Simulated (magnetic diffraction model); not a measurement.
# Solving a magnetic structure from powder neutron data: Dy₂Y₆Mn

Space group P-62m (no. 189), a = 8.2430 Å, c = 4.4630 Å.

```
site  atom       x       y    z
  2c    Dy     2/3     1/3    0
  3g     Y  0.6060       0  1/2
  3f     Y       0  0.2332    0
  1b    Mn       0       0  1/2
```

This is a made-up structure (elements placed in a structure type, unrelaxed), so the numbers test the method and describe no known phase.

Only Dy is taken to order (form factors of Dy3+); orders and moment sizes are assumed, and not adapted to the symmetry. Radiation: neutrons of λ = 1.594 Å (absorption by Dy left out), 5° to 50°; isotropic B of 0.5 Å² (Dy), 0.65 Å² (Y) and 0.85 Å² (Mn). The intensities are simulated: I ∝ L Σ (|F_N|² + |F_M⊥|²) for unpolarised neutrons, with F_M = 2.695 fm/μB × Σ f(s) S exp(2πi Q·r) exp(−B s²) at Q = H ± k (one set where k and −k are equivalent), only the part normal to Q counting and L = 1/(sin²θ cos θ). For collinear order S is the moment m, which repeats by lattice and centring translations R with the sign exp(−2πi k·R). Form factors are spin-only for 3d ions and dipole or tabulated for f ions, scattering lengths are Sears's of 1992, and absorption is left out. A label names one of the reflections at its angle. The strongest nuclear line in the range is 100, and lines under 0.2 are left out.

Above the ordering temperature:

```csv
2θ (°),index,I
12.82,(1 0 0),25.1
20.57,(0 0 1),18.8
22.30,(1 1 0),6.9
25.80,(2 0 0),7.1
30.52,(1 1 1),100.0
33.23,(2 0 1),32.1
34.36,(2 1 0),48.4
39.14,(3 0 0),25.5
40.38,(2 1 1),21.7
41.85,(0 0 2),19.7
43.95,(1 0 2),4.5
44.61,(3 0 1),12.5
45.51,(2 2 0),5.9
47.48,(3 1 0),12.1
47.93,(1 1 2),3.3
49.82,(2 0 2),4.0
```

Below it (cell unchanged):

| 2θ (°) | I |
| --- | --- |
| 6.40 | 47.3 |
| 12.82 | 25.1 |
| 16.99 | 17.7 |
| 20.57 | 18.8 |
| 21.57 | 13.3 |
| 22.30 | 6.9 |
| 23.22 | 11.9 |
| 25.80 | 7.1 |
| 26.80 | 15.4 |
| 28.17 | 4.7 |
| 30.52 | 100.0 |
| 31.22 | 11.9 |
| 32.41 | 1.5 |
| 33.23 | 32.1 |
| 34.36 | 48.4 |
| 35.13 | 6.7 |
| 36.22 | 4.0 |
| 38.70 | 2.4 |
| 39.14 | 25.5 |
| 39.70 | 2.3 |
| 40.38 | 21.7 |
| 41.85 | 19.7 |
| 42.01 | 5.5 |
| 42.38 | 2.7 |
| 42.95 | 2.3 |
| 43.95 | 4.5 |
| 44.61 | 12.5 |
| 45.12 | 3.6 |
| 45.47 | 4.4 |
| 45.51 | 5.9 |
| 46.00 | 2.9 |
| 47.48 | 12.1 |
| 47.93 | 3.3 |
| 48.07 | 3.5 |
| 48.41 | 3.8 |
| 49.82 | 4.0 |

**Question.** Check that the new lines index with k = (1/2 0 0), then choose among these models:
A. collinear moments along [101], 6.2 μB on Dy; signs + at (2/3, 1/3, 0), + at (1/3, 2/3, 0)
B. collinear moments along [001], 6.2 μB on Dy; signs + at (2/3, 1/3, 0), + at (1/3, 2/3, 0)
C. collinear moments along [101], 6.2 μB on Dy; signs + at (2/3, 1/3, 0), − at (1/3, 2/3, 0)
D. collinear moments along [001], 6.2 μB on Dy; signs + at (2/3, 1/3, 0), − at (1/3, 2/3, 0)

The new lines index as (1/2 0 0) at 6.40°, (1/2 1 0) at 16.99°, (1/2 0 1) at 21.57° and (3/2 -2 0) at 23.22°, that is as H ± k with k = (1/2 0 0), one of 3 inequivalent arms of its star (k and −k counted as one), which a powder can't tell apart. Half indices mean that the moments reverse under translations with k·R a half-integer, and the magnetic cell has twice the primitive volume.

Magnetic intensity, observed (below minus above) and for each model:

| 2θ (°) | index | observed | A | B | C | D |
| --- | --- | --- | --- | --- | --- | --- |
| 6.40 | (1/2 0 0) | 47.3 | 47.3 | 112.7 | 15.8 | 37.5 |
| 11.10 | (1/2 -1 0) | <0.2 | <0.2 | <0.2 | 39.5 | 49.0 |
| 16.99 | (1/2 1 0) | 17.7 | 17.7 | 30.2 | 5.9 | 10.1 |
| 19.28 | (3/2 0 0) | <0.2 | <0.2 | <0.2 | 6.4 | 15.3 |
| 21.57 | (1/2 0 1) | 13.3 | 13.3 | 1.6 | 4.5 | 0.5 |
| 23.43 | (1/2 -1 1) | <0.2 | <0.2 | <0.2 | 15.6 | 4.5 |
| 26.80 | (1/2 1 1) | 15.4 | 15.4 | 8.9 | 5.1 | 3.0 |
| 29.64 | (1/2 2 0) | <0.2 | <0.2 | <0.2 | 7.4 | 11.6 |

Model A matches.

The absence at (1/2 -1 0) is telling: the sublattices cancel there.

The structure used: k = (1/2 0 0), collinear moments along [101], 6.2 μB on Dy; signs + at (2/3, 1/3, 0), + at (1/3, 2/3, 0).

[Logs are printed without paths, hosts, clocks, repeated set-up lines and the standing remarks that a program may print on its own settings, such as how far it seeks lower states.]
